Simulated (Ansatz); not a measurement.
# W (Im-3m): phonon-mediated transition temperature

Aim: the phonon-mediated transition temperature of W (Im-3m) at ambient pressure, over a range of μ*. The cell shown first is a relaxed one, from steps not shown here.

Program: Ansatz 0.2.0. Level of theory: DFT PBE, scalar-relativistic, plane waves, PAW, in the first sound run; inputs show where later runs differ. Results are calculated unless marked as measured.

Report form: the programs' logs are mostly left out.

### 1. The cell after earlier relaxation steps

Symmetry: Im-3m, No. 229, cubic system. Conventional cell: a = 3.185 Å, b = 3.185 Å, c = 3.185 Å, α = 90.00°, β = 90.00°, γ = 90.00°. Nearest to W lie 8 W at 2.76 Å.

### 2. Coupling and resistivity: finite displacements

The run that gives the couplings also evaluates McMillan's and Allen and Dynes's formulas and, where asked, the Eliashberg equations, over a range of μ*.

Input file input.yaml:

```yaml
crystal:
  lattice:
    - [-1.5926037309, 1.5926037309, 1.5926037309]
    - [1.5926037309, -1.5926037309, 1.5926037309]
    - [1.5926037309, 1.5926037309, -1.5926037309]
  atoms:
    - { symbol: W, position: [0.0, 0.0, 0.0] }
kpoints:
  mp_grid: { grid: [9, 9, 9] }
hamiltonian:
  xc: pbe
scf:
  occupations: { method: methfessel_paxton, width: 0.2 }
output:
  eigenvalues: true
phonons:
  method: fd
  supercell: [3, 3, 3]
  temperatures: { t_max: 1000, t_step: 50 }
  qpath:
    path:
      - [[0.0, 0.0, 0.0], [0.5, -0.5, 0.5], [0.0, 0.0, 0.5], [0.0, 0.0, 0.0], [0.25, 0.25, 0.25], [0.5, -0.5, 0.5]]
      - [[0.25, 0.25, 0.25], [0.0, 0.0, 0.5]]
    npoints: 10
  electrical_resistivity:
    mesh: [16, 16, 16]
    temperatures: [20.0, 50.0, 80.0, 100.0, 150.0, 200.0, 273.0, 300.0, 400.0, 500.0, 600.0, 800.0]
  superconductivity: { mesh: [16, 16, 16], eliashberg_equations: false }
```

On the command line:

```sh
> ansatz run input.yaml --threads 4 --pin off --max-ram 10240MiB --backend cpu --events-out ev --progress --plain --runs-dir out
```

Run time: 64 s. Hardware: 4 threads of Intel Xeon Platinum 8488C (Sapphire Rapids), shared host; peak memory 2.9 GiB; 4.1 min of CPU time.

This step gave:

* volume per atom: 16.16 Å³
* metallic on mesh: yes
* gap on the k-mesh: 0 eV
* zero point energy: 0.02787 eV/cell
* share of imaginary modes in the plain interpolation between solved wavevectors: 0
* highest frequency, solved or plainly interpolated: 204.2 cm⁻¹
* Debye temperature (second moment): 284 K
* resistivity at 300 K: 5.884 μΩ cm
* coupling constant λ: 0.2913
* density of states at the Fermi level: 0.2138 states/eV a spin and cell
* log mean phonon energy ħω_log: 18.42 meV
* transport coupling constant λ_tr: 0.2881, 0.2881, 0.2881 (xx, yy, zz)
* Drude plasma energy: 7.352, 7.352, 7.352 eV (xx, yy, zz)
* resistivity times mean free path: 8.526, 8.526, 8.526 × 10⁻¹⁶ Ω m² (xx, yy, zz)
* second-moment phonon energy ħω₂: 19.53 meV
* coupling λ by branch: 0.118, 0.0977, 0.0753 (branches by rank of frequency)

An empty cell: under 1 mK by a formula, or no transition down to the floor of the Eliashberg search. Transition temperatures:

```tsv
μ*	McMillan Tc (K)	Allen–Dynes Tc (K)
0.08	0.194	0.196
0.1	0.0766	0.0773
0.12	0.0225	0.0227
0.13	0.0104	0.0105
0.14	0.00419	0.00422
0.16	-	-
0.2	-	-
```

### 3. Electron–phonon run: r2SCAN at its own relaxed cell

The functional sets the lattice constant, the bands and the force constants.

This step: DFT r2SCAN, scalar-relativistic, plane waves, PAW (Ansatz 0.2.0).

Edit input.yaml of step 2 so:

```diff
@@ -2,5 +2,5 @@
   lattice:
-    - [-1.5926037309, 1.5926037309, 1.5926037309]
-    - [1.5926037309, -1.5926037309, 1.5926037309]
-    - [1.5926037309, 1.5926037309, -1.5926037309]
+    - [-1.5850963252, 1.5850963252, 1.5850963252]
+    - [1.5850963252, -1.5850963252, 1.5850963252]
+    - [1.5850963252, 1.5850963252, -1.5850963252]
   atoms:
@@ -10,3 +10,3 @@
 hamiltonian:
-  xc: pbe
+  xc: r2scan
 scf:
@@ -16,4 +16,4 @@
 phonons:
-  method: fd
-  supercell: [3, 3, 3]
+  method: dfpt
+  qmesh: [3, 3, 3]
   temperatures: { t_max: 1000, t_step: 50 }
```

Run time: 88 s. Hardware: 4 threads; peak memory 3.5 GiB.

Numbers from this step:

| Item | Value |
| --- | --- |
| volume per atom | 15.93 Å³ |
| zero point energy | 0.02932 eV/cell |
| highest frequency, solved or plainly interpolated | 212.9 cm⁻¹ |
| Debye temperature (second moment) | 299 K |
| resistivity at 300 K | 5.404 μΩ cm |
| coupling constant λ | 0.275 |
| density of states at the Fermi level | 0.1918 states/eV a spin and cell |
| log mean phonon energy ħω_log | 19.2 meV |
| transport coupling constant λ_tr | 0.2724, 0.2724, 0.2724 (xx, yy, zz) |
| Drude plasma energy | 7.479, 7.479, 7.479 eV (xx, yy, zz) |
| resistivity times mean free path | 8.751, 8.751, 8.751 × 10⁻¹⁶ Ω m² (xx, yy, zz) |
| second-moment phonon energy ħω₂ | 20.41 meV |
| coupling λ by branch | 0.112, 0.0895, 0.0731 (branches by rank of frequency) |

An empty cell: under 1 mK by a formula, or no transition down to the floor of the Eliashberg search. Transition temperatures:

```tsv
μ*	McMillan Tc (K)	Allen–Dynes Tc (K)
0.08	0.124	0.125
0.1	0.0419	0.0422
0.12	0.00971	0.00979
0.13	0.0038	0.00382
0.14	0.00122	0.00123
0.16	-	-
0.2	-	-
```

### 4. Resistivity: spin–orbit coupling

Spin–orbit coupling splits bands near the Fermi level of heavy elements; the run uses the base functional.

This step: DFT PBE, spin-orbit coupling, plane waves, PAW (Ansatz 0.2.0).

input.yaml, the sections that differ from step 3:

```yaml
crystal:
  lattice:
    - [-1.5926037309, 1.5926037309, 1.5926037309]
    - [1.5926037309, -1.5926037309, 1.5926037309]
    - [1.5926037309, 1.5926037309, -1.5926037309]
  atoms:
    - { symbol: W, position: [0.0, 0.0, 0.0] }
hamiltonian:
  xc: pbe
  pseudopotentials: { kind: paw_fr }
magnetization:
  noncollinear: true
  spin_orbit: true
# kpoints, scf, output, phonons: as in step 3
```

Elapsed: 2.3 min, on 4 threads; peak memory 6.5 GiB; 8.7 min of CPU time.

This step gave:

- volume per atom: 16.16 Å³
- zero point energy: 0.02796 eV/cell
- highest frequency, solved or plainly interpolated: 205.4 cm⁻¹
- Debye temperature (second moment): 285 K
- resistivity at 300 K: 6.263 μΩ cm
- coupling constant λ: 0.2626
- density of states at the Fermi level: 0.2002 states/eV a spin and cell
- log mean phonon energy ħω_log: 18.34 meV
- transport coupling constant λ_tr: 0.2599, 0.2599, 0.2599 (xx, yy, zz)
- Drude plasma energy: 6.807, 6.807, 6.807 eV (xx, yy, zz)
- resistivity times mean free path: 9.507, 9.507, 9.507 × 10⁻¹⁶ Ω m² (xx, yy, zz)
- second-moment phonon energy ħω₂: 19.51 meV
- coupling λ by branch: 0.105, 0.0893, 0.0683 (branches by rank of frequency)

An empty cell: under 1 mK by a formula, or no transition down to the floor of the Eliashberg search. Transition temperatures:

```tsv
μ*	McMillan Tc (K)	Allen–Dynes Tc (K)
0.08	0.0768	0.0774
0.1	0.0224	0.0226
0.12	0.00411	0.00414
0.13	0.00135	0.00136
0.14	-	-
0.16	-	-
0.2	-	-
```

The Eliashberg function α²F has structure finer than the step of the table below, so its rows give means over 1 meV, whole bins alone (the curve runs from 0.105 to 26.9 meV). Peaks (meV: height): α²F 17.8: 0.304, 21.4: 0.267, 25.2: 0.343; α²F tr 18.5: 0.305, 21.4: 0.297, 25.2: 0.295.

The Eliashberg function α²F by phonon energy; means over each step:

```tsv
phonon energy (meV)	α²F	α²F tr
1	6.5e-6	0
2	1.6e-4	3.9e-5
3	9.6e-4	3.1e-4
4	0.00212	9.5e-4
5	0.00314	0.00187
6	0.00422	0.00285
7	0.00515	0.00375
8	0.00635	0.00497
9	0.00821	0.00677
10	0.0110	0.00923
11	0.0153	0.0130
12	0.0217	0.0189
13	0.0316	0.0277
14	0.0474	0.0414
15	0.0732	0.0643
16	0.115	0.101
17	0.240	0.210
18	0.298	0.295
19	0.282	0.295
20	0.255	0.270
21	0.228	0.250
22	0.160	0.198
23	0.102	0.146
24	0.198	0.213
25	0.278	0.256
26	0.101	0.0822
```

### 5. Summary of results

| Property | Result |
| --- | --- |
| meshes | q 3×3×3, k 9×9×9, scattering 16×16×16 |
| coupling constant λ | 0.263 |
| log mean phonon energy ħω_log | 18.3 meV |
| Allen–Dynes Tc at μ* = 0.1 | 0.0226 K |
| Allen–Dynes Tc at μ* = 0.13 | 0.00136 K |

**Reading.** In the last run (PBE, spin–orbit coupling, q 3×3×3, k 9×9×9, scattering 16×16×16), with λ = 0.26 and ħω_log = 18.3 meV, Tc at μ* = 0.13 is 0.0014 K by McMillan's formula and 0.0014 K by Allen and Dynes's. Measured: transition temperature: 0.015 K (bulk, normal pressure; compiled value; quoted in “List of superconductors”, 2026, Wikipedia's table of superconducting elements, as read in December). At μ* = 0.13 the calculation gives 0.0014 K, far below it; λ may be underestimated on these meshes, μ* may be smaller, or the pairing may not be by phonons alone. Allen and Dynes's formula meets the measured 0.015 K at μ* near 0.10. In that run Allen and Dynes's formula gives no transition above 0.05 K at μ* = 0.10 or more. By the run's own test λ is not converged in the fine mesh: it moves by 7 % between the two finest, and by up to 14 % in the other runs. The run's transport test calls it not converged in the mesh; ρ(300 K) moves by 15 % in the component that moves most. These meshes are coarse. Over the runs, λ takes the values 0.291, 0.275 and 0.263, in the order shown. μ* is a typed number, phonons are harmonic, and spin fluctuations are left out; at μ* = 0.13 McMillan's formula turns 1 % in λ into about 23 % in Tc.

[Logs are printed without paths, hosts, clocks, repeated set-up lines and the standing remarks that a program may print on its own settings, such as how far it seeks lower states.]

[Hosts, paths, dates, database ids (printed as entryN), source tags and the programs' standing remarks are cut or masked in the printed files.]
